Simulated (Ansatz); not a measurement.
# Preparing La2PbS4 (I-42d) as a host crystal, part 2 of 4

Before any defect goes in: La2PbS4 (I-42d) at rest, and how it screens a charge.

Ansatz 0.2.0; plane-wave PAW DFT, PBEsol; relaxation of the host's cell and atoms (the session's first sound run).

So far: Starting point; Host cell relaxation. The relaxed cell has a = 8.687, c = 8.646 Å (conventional setting).

### 3. Dielectric tensors of the host

The response to a uniform electric field gives the electronic dielectric tensor.

This step: plane-wave PAW DFPT, PBEsol; dielectric tensors, Born charges and zone-centre modes of the host (Ansatz 0.2.0).

The input, eps/input.yaml:

```yaml
crystal:
  lattice:
    - [-4.343501773, 4.343501773, 4.3230702818]
    - [4.343501773, -4.343501773, 4.3230702818]
    - [4.343501773, 4.343501773, -4.3230702818]
  atoms:
    - { symbol: La, position: [0.375, 0.259878204, 0.384878204] }
    - { symbol: La, position: [0.875, 0.990121796, 0.615121796] }
    - { symbol: La, position: [0.740121796, 0.125, 0.115121796] }
    - { symbol: La, position: [0.009878204, 0.625, 0.884878204] }
    - { symbol: Pb, position: [0.25, 0.75, 0.5] }
    - { symbol: Pb, position: [0.5, 0.5, 0.0] }
    - { symbol: S, position: [0.2706271131, 0.0231724561, 0.9053922814] }
    - { symbol: S, position: [0.6322198254, 0.2268275439, 0.7474546571] }
    - { symbol: S, position: [0.4793728869, 0.8847651683, 0.2525453429] }
    - { symbol: S, position: [0.7731724561, 0.5206271131, 0.4053922814] }
    - { symbol: S, position: [0.6347651683, 0.7293728869, 0.7525453429] }
    - { symbol: S, position: [0.1152348317, 0.3677801746, 0.5946077186] }
    - { symbol: S, position: [0.9768275439, 0.8822198254, 0.2474546571] }
    - { symbol: S, position: [0.1177801746, 0.3652348317, 0.0946077186] }
basis:
  ecutwfc: 420
hamiltonian:
  xc: pbesol
kpoints:
  mp_grid: { grid: [4, 4, 4] }
scf:
  occupations: { method: fixed }
  max_iter: 100
phonons:
  method: dfpt
  dielectric: true
  rigid_motions: translations
```

On the command line:

```console
ansatz run input.yaml --threads 4 --pin off --max-ram 7536MiB --backend cpu --events-out ev --progress --plain --runs-dir out
```

Numbers of over 12 decimals in the logs are rounded to 6 here.

The log of the run:

```text
[...]
Crystal: 14 atoms, lattice volume = 326.236 Å³
Basis set: ecut = 420 eV, 6427 PW (Γ), exchange–correlation on 120×120×120 points (8 copies of the dense FFT grid, shifted against one another)
Bands: 74, of which v1, the nominal top of the filled ones, is band 60 counted from 1 (59 counted from 0)
Symmetry: 8 space group operations
k-points: 36 of 64 (irreducible under 1 space group operation, time reversal used)
[...]
SCF iter   1: F=—  HF=-55258.715816 eV  |F-HF|=—  |Δ(HF+E_count)|=         —  Δρ=5.57e-3  dr2=1.45e-1  ethr=1.77e-3  ⟨swp⟩=6.1  Hψ=10606  notcnv=0  defer=381
[...]
SCF iter   9: F=-55258.685983 eV  HF=-55258.685983 eV  |F-HF|=7.28e-12  |Δ(HF+E_count)|=  2.91e-11  Δρ=8.38e-8  dr2=2.59e-11  ethr=1.00e-12  ⟨swp⟩=24.1  Hψ=22378  notcnv=0
SCF 1 converged in 9 iterations: F = -55258.685983 eV  dr2 = 2.59e-11
[...]
NSCF: frozen V_eff on 1 k-points
DFPT response loops at Γ: preconditioner auto → Resta (q_TF=auto, 2.309 Å⁻¹)  ε∞=5.2 (no band partly filled); β = 1.00, the filter's whole step (`scf.mixing.beta` (0.50) is not read by the response loops at its default; [...]
── the response to a field inside a basis, on 4×4×4 k-points: an SCF that follows is theirs, and a resumed run solves both again ──
Bands: 61, of which v1, the nominal top of the filled ones, is band 60 counted from 1 (59 counted from 0)
k-points: 11 of 64 (time reversal used)
[...]
Eigensolver: Dense (11 Hₖ)
SCF iter   1: F=—  HF=-55258.108593 eV  |F-HF|=—  |Δ(HF+E_count)|=         —  Δρ=5.07e-4  dr2=3.72e-4  ethr=1.00e-1
[...]
SCF iter   5: F=-55258.108668 eV  HF=-55258.108668 eV  |F-HF|=1.10e-8  |Δ(HF+E_count)|=   1.59e-7  Δρ=2.66e-6  dr2=2.96e-8  ethr=3.15e-10
SCF 1 converged in 5 iterations: F = -55258.108668 eV  dr2 = 2.96e-8
[...]
SCF converged after 9 iterations
Free energy (F): -55258.685983 eV
[...]
Internal energy: -55258.685983 eV  (E = F + TS)
E sigma→0 (E₀):  -55258.685983 eV
Fermi energy:    9.230052 eV
[...]
--- Band table (eV; the first three rows and the last of 36) ---
[...]
[... further k-points left out ...]
--- Phonons (Γ-DFPT): 8 representative perturbations + reference, on 36 of 64 k-points (Σ response iterations 32) ---
  k mesh reduced under 1 symmetry operation, with k and −k counted as one. Each operation leaves every solved perturbation unchanged. A smaller set is not considered because the run solves the response to a homogeneous field
  ASR residual: 2.847e-5 → 0.000e0 eV/Å²; symmetrization residual: 5.478e-6 eV/Å²
  ASR residual per site (eV/Å²): 2.85e-5 2.85e-5 2.85e-5 2.85e-5 2.80e-5 2.80e-5 6.50e-6 6.50e-6 6.50e-6 6.50e-6 6.50e-6 6.50e-6 6.50e-6 6.50e-6
  Γ frequencies (cm⁻¹): 0.00 0.00 0.00 42.55 56.08 57.06 57.06 67.63 67.63 83.68 86.62 108.04 108.23 108.23 113.07 114.43 114.43 129.64 141.85 141.85 144.43 144.43 162.88 173.56 180.49 181.71 181.71 185.34 190.55 190.55 207.49 208.90 215.37 222.75 222.75 [...]
  ε∞ (high-frequency dielectric tensor):
        9.965475    -0.000000     0.000000
       -0.000000     9.965475     0.000000
        0.000000     0.000000     9.645418
  ε⁰ (static dielectric tensor: ions relaxed, cell fixed):
       38.654025     0.000000    -0.000000
        0.000000    38.654025    -0.000000
       -0.000000    -0.000000    35.030478
  ε⁰ − ε∞ (ionic part):
       28.688550     0.000000    -0.000000
        0.000000    28.688550    -0.000000
       -0.000000    -0.000000    25.385061
  softest optical mode at Γ: 42.55 cm⁻¹; the repairs (sum rule, projections) moved no ω² at Γ by more than (1.43 cm⁻¹)²
  Born effective charges Z* (e; rows j = field, columns β = displacement):
    site 0:
         4.25427    0.00000   -0.00000
         0.00000    4.06940    0.15131
         0.00000    0.05138    4.32679
    site 1:
         4.25427    0.00000   -0.00000
         0.00000    4.06940   -0.15131
         0.00000   -0.05138    4.32679
    site 2:
         4.06940    0.00000   -0.15131
         0.00000    4.25427   -0.00000
        -0.05138   -0.00000    4.32679
    site 3:
         4.06940   -0.00000    0.15131
        -0.00000    4.25427   -0.00000
         0.05138   -0.00000    4.32679
    site 4:
         4.14369    0.20263   -0.00000
        -0.20263    4.14369    0.00000
         0.00000    0.00000    4.05348
    site 5:
         4.14369   -0.20263   -0.00000
         0.20263    4.14369    0.00000
        -0.00000    0.00000    4.05348
    site 6:
        -3.23184   -0.30825   -0.23911
        -0.24032   -3.00184   -0.17446
        -0.19080   -0.18454   -3.17677
    site 7:
        -3.23184    0.30825   -0.23911
         0.24032   -3.00184    0.17446
        -0.19080    0.18454   -3.17677
    site 8:
        -3.23184    0.30825    0.23911
         0.24032   -3.00184   -0.17446
         0.19080   -0.18454   -3.17677
    site 9:
        -3.00184   -0.24032   -0.17446
        -0.30825   -3.23184   -0.23911
        -0.18454   -0.19080   -3.17677
    site 10:
        -3.00184    0.24032   -0.17446
[...]
site 11:
[...]
site 12:
[...]
site 13:
[...]
Z* charge neutrality: 4.698e-2 e pre-enforcement
  solved inside a basis spanned on kpoints, on 4×4×4 k-points, its susceptibility summed on 8×8×8: ε∞ is read to err by 3.7e-2, Z* by 3.3e-2 e (field_mesh: kpoints solves on kpoints); Z* is corrected for what the basis lacks
  optical modes at Γ without the LO–TO term, one row a degenerate level:
      ω (cm⁻¹)  modes    IR ((D/Å)²/amu)
[...]
optical modes at Γ + LO–TO along q̂ = [1.0000, 0.0000, 0.0000]:
      ω (cm⁻¹)  modes    IR ((D/Å)²/amu)
[...]
optical modes at Γ + LO–TO along q̂ = [0.0000, 1.0000, 0.0000]:
      ω (cm⁻¹)  modes    IR ((D/Å)²/amu)
[...]
optical modes at Γ + LO–TO along q̂ = [0.0000, 0.0000, 1.0000]:
      ω (cm⁻¹)  modes    IR ((D/Å)²/amu)
[...]
190.55      2             5.2221
        207.49      1             0.0000
        208.65      1             0.0427
        215.37      1             0.0000
        222.75      2             1.0560
        229.80      1             0.0000
        239.93      1             0.0000
        241.21      1             0.0000
        261.51      1             0.0000
        267.27      2             0.7473
        273.96      1             0.0000
        285.85      1            73.3634
```

Wall time 12 min (4 threads of Arm Neoverse V1, shared host); peak memory 4.7 GiB; 47 min of CPU time.

The column dr2 measures how far the density is from self-consistency, as an energy; F and HF (Harris–Foulkes) agree once it is small.

Electronic dielectric tensor:

```
9.97 0.00 0.00
0.00 9.97 0.00
0.00 0.00 9.65
```

Static dielectric tensor:

```
38.65  0.00  0.00
 0.00 38.65  0.00
 0.00  0.00 35.03
```

The principal values of the electronic dielectric tensor are 9.65, 9.97 and 9.97. The principal values of the static dielectric tensor are 35.03, 38.65 and 38.65.

### 4. Primitive cell on a dense mesh

A dense mesh gives the host's converged energy, against which the supercell's sampling is tested.

This step: plane-wave PAW DFT, PBEsol; single point of the host's primitive cell on a dense mesh (Ansatz 0.2.0).

dense/input.yaml, as its differences from eps/input.yaml of step 3:

```diff
@@ -22,2 +22,3 @@
   ecutwfc: 420
+  xc_grid: 2
 hamiltonian:
@@ -25,9 +26,5 @@
 kpoints:
-  mp_grid: { grid: [4, 4, 4] }
+  mp_grid: { grid: [5, 5, 5] }
 scf:
-  occupations: { method: fixed }
-  max_iter: 100
-phonons:
-  method: dfpt
-  dielectric: true
-  rigid_motions: translations
+  occupations: { method: fermi_dirac, width: 0.01 }
+  max_iter: 80
```

The log of the run:

```text
[...]
Crystal: 14 atoms, lattice volume = 326.236 Å³
Basis set: ecut = 420 eV, 6427 PW (Γ), exchange–correlation on 108×108×108 points (8 copies of the dense FFT grid, shifted against one another)
Bands: 74, of which v1, the nominal top of the filled ones, is band 60 counted from 1 (59 counted from 0)
Symmetry: 8 space group operations
[...]
k-points: 18 of 125 (time reversal used)
[...]
SCF iter   1: F=—  HF=-55258.716237 eV  |F-HF|=—  |Δ(HF+E_count)|=         —  Δρ=5.56e-3  dr2=1.45e-1  ethr=1.77e-3  ⟨swp⟩=9.1  Hψ=6915  notcnv=0  defer=2
[...]
SCF iter   7: F=-55258.685963 eV  HF=-55258.685963 eV  |F-HF|=4.15e-9  |Δ(HF+E_count)|=   6.50e-9  Δρ=1.83e-6  dr2=1.08e-8  ethr=2.72e-10  ⟨swp⟩=3.0  Hψ=2459  notcnv=0
SCF 1 converged in 7 iterations: F = -55258.685963 eV  dr2 = 1.08e-8
[...]
SCF converged after 7 iterations
Free energy (F): -55258.685963 eV
[...]
Internal energy: -55258.685963 eV  (E = F + TS)
E sigma→0 (E₀):  -55258.685963 eV
Fermi energy:    10.295600 eV
[...]
```

Run time: 12 s. Hardware: 4 threads; peak memory 1 GiB; 49 s of CPU time.

### 5. Self-consistent run

This step: plane-wave PAW DFT, PBEsol; single point of the defect-free supercell, a test of its k-points (Ansatz 0.2.0).

System of this step: La2PbS4 (I-42d). The cell holds 56 atoms: 16 La, 8 Pb and 32 S. Cell: a = 12.256 Å, b = 12.256 Å, c = 12.285 Å, α = 59.9°, β = 59.9°, γ = 60.2°.

The input, pristine.sampling/input.yaml:

```yaml
crystal:
  lattice:
    - [0.0, 8.687003546, 8.6461405635]
    - [8.687003546, 0.0, 8.6461405635]
    - [8.687003546, 8.687003546, 0.0]
  atoms:
    - { symbol: La, position: [0.120060898, 0.004939102, 0.129939102] }
    - { symbol: La, position: [0.370060898, 0.254939102, 0.379939102] }
    - { symbol: La, position: [0.620060898, 0.504939102, 0.629939102] }
    - { symbol: La, position: [0.870060898, 0.754939102, 0.879939102] }
    - { symbol: La, position: [0.004939102, 0.120060898, 0.745060898] }
    - { symbol: La, position: [0.254939102, 0.370060898, 0.995060898] }
    - { symbol: La, position: [0.504939102, 0.620060898, 0.245060898] }
    - { symbol: La, position: [0.754939102, 0.870060898, 0.495060898] }
    - { symbol: La, position: [0.245060898, 0.629939102, 0.620060898] }
    - { symbol: La, position: [0.495060898, 0.879939102, 0.870060898] }
    - { symbol: La, position: [0.745060898, 0.129939102, 0.120060898] }
    - { symbol: La, position: [0.995060898, 0.379939102, 0.370060898] }
    - { symbol: La, position: [0.129939102, 0.745060898, 0.004939102] }
    - { symbol: La, position: [0.379939102, 0.995060898, 0.254939102] }
    - { symbol: La, position: [0.629939102, 0.245060898, 0.504939102] }
    - { symbol: La, position: [0.879939102, 0.495060898, 0.754939102] }
    - { symbol: Pb, position: [0.125, 0.625, 0.375] }
    - { symbol: Pb, position: [0.375, 0.875, 0.625] }
    - { symbol: Pb, position: [0.625, 0.125, 0.875] }
    - { symbol: Pb, position: [0.875, 0.375, 0.125] }
    - { symbol: Pb, position: [0.0, 0.0, 0.5] }
    - { symbol: Pb, position: [0.25, 0.25, 0.75] }
    - { symbol: Pb, position: [0.5, 0.5, 0.0] }
    - { symbol: Pb, position: [0.75, 0.75, 0.25] }
    - { symbol: S, position: [0.2208291505, 0.9733744934, 0.8555943188] }
    - { symbol: S, position: [0.4708291505, 0.2233744934, 0.1055943188] }
    - { symbol: S, position: [0.7208291505, 0.4733744934, 0.3555943188] }
    - { symbol: S, position: [0.9708291505, 0.7233744934, 0.6055943188] }
    - { symbol: S, position: [0.2305943188, 0.8252020373, 0.3458291505] }
    - { symbol: S, position: [0.4805943188, 0.0752020373, 0.5958291505] }
    - { symbol: S, position: [0.7305943188, 0.3252020373, 0.8458291505] }
    - { symbol: S, position: [0.9805943188, 0.5752020373, 0.0958291505] }
    - { symbol: S, position: [0.0752020373, 0.4805943188, 0.8483744934] }
    - { symbol: S, position: [0.3252020373, 0.7305943188, 0.0983744934] }
    - { symbol: S, position: [0.5752020373, 0.9805943188, 0.3483744934] }
    - { symbol: S, position: [0.8252020373, 0.2305943188, 0.5983744934] }
    - { symbol: S, position: [0.0983744934, 0.8458291505, 0.7305943188] }
    - { symbol: S, position: [0.3483744934, 0.0958291505, 0.9805943188] }
    - { symbol: S, position: [0.5983744934, 0.3458291505, 0.2305943188] }
    - { symbol: S, position: [0.8483744934, 0.5958291505, 0.4805943188] }
    - { symbol: S, position: [0.1055943188, 0.2002020373, 0.2233744934] }
    - { symbol: S, position: [0.3555943188, 0.4502020373, 0.4733744934] }
    - { symbol: S, position: [0.6055943188, 0.7002020373, 0.7233744934] }
    - { symbol: S, position: [0.8555943188, 0.9502020373, 0.9733744934] }
    - { symbol: S, position: [0.0958291505, 0.3483744934, 0.5752020373] }
    - { symbol: S, position: [0.3458291505, 0.5983744934, 0.8252020373] }
    - { symbol: S, position: [0.5958291505, 0.8483744934, 0.0752020373] }
    - { symbol: S, position: [0.8458291505, 0.0983744934, 0.3252020373] }
    - { symbol: S, position: [0.2002020373, 0.1055943188, 0.4708291505] }
    - { symbol: S, position: [0.4502020373, 0.3555943188, 0.7208291505] }
    - { symbol: S, position: [0.7002020373, 0.6055943188, 0.9708291505] }
    - { symbol: S, position: [0.9502020373, 0.8555943188, 0.2208291505] }
    - { symbol: S, position: [0.2233744934, 0.4708291505, 0.2002020373] }
    - { symbol: S, position: [0.4733744934, 0.7208291505, 0.4502020373] }
    - { symbol: S, position: [0.7233744934, 0.9708291505, 0.7002020373] }
    - { symbol: S, position: [0.9733744934, 0.2208291505, 0.9502020373] }
basis:
  ecutwfc: 420
  xc_grid: 2
hamiltonian:
  xc: pbesol
kpoints:
  mp_grid: { grid: [1, 1, 1], shift: [0.25, 0.25, 0.25] }
scf:
  occupations: { method: fermi_dirac, width: 0.01 }
  max_iter: 80
```

The log of the run:

```text
[...]
Crystal: 56 atoms, lattice volume = 1304.945 Å³
Basis set: ecut = 420 eV, 25557 PW (Γ), exchange–correlation on 180×180×180 points (8 copies of the dense FFT grid, shifted against one another)
Bands: 296, of which v1, the nominal top of the filled ones, is band 240 counted from 1 (239 counted from 0)
Symmetry: 8 space group operations
k-points: 1
[...]
SCF iter   1: F=—  HF=-221035.039238 eV  |F-HF|=—  |Δ(HF+E_count)|=         —  Δρ=5.63e-3  dr2=6.01e-1  ethr=1.77e-3  ⟨swp⟩=10.0  Hψ=1517  notcnv=0  defer=12
[...]
SCF iter   7: F=-221034.914730 eV  HF=-221034.914730 eV  |F-HF|=5.10e-8  |Δ(HF+E_count)|=   5.28e-8  Δρ=2.42e-6  dr2=1.39e-7  ethr=2.08e-10  ⟨swp⟩=3.0  Hψ=618  notcnv=0
SCF 1 converged in 7 iterations: F = -221034.914730 eV  dr2 = 1.39e-7
[...]
SCF converged after 7 iterations
Free energy (F): -221034.914730 eV
[...]
Internal energy: -221034.914730 eV  (E = F + TS)
E sigma→0 (E₀):  -221034.914730 eV
Fermi energy:    10.342834 eV
[...]
```

Elapsed: 18 s, on 4 threads; peak memory 2.5 GiB.

Numbers from this step:

- energy over dense mesh: -0.003051 eV/atom

(Part 2 of 4 ends here.)

[Logs are printed without paths, hosts, clocks, repeated set-up lines and the standing remarks that a program may print on its own settings, such as how far it seeks lower states.]

[Hosts, paths, dates, database ids (printed as entryN), source tags and the programs' standing remarks are cut or masked in the printed files.]

[Runs of the host that timed out are not shown.]

[For some hosts the program warned that the k-mesh of the response run may be too coarse for force constants and the static dielectric constant; such warnings are not always shown.]
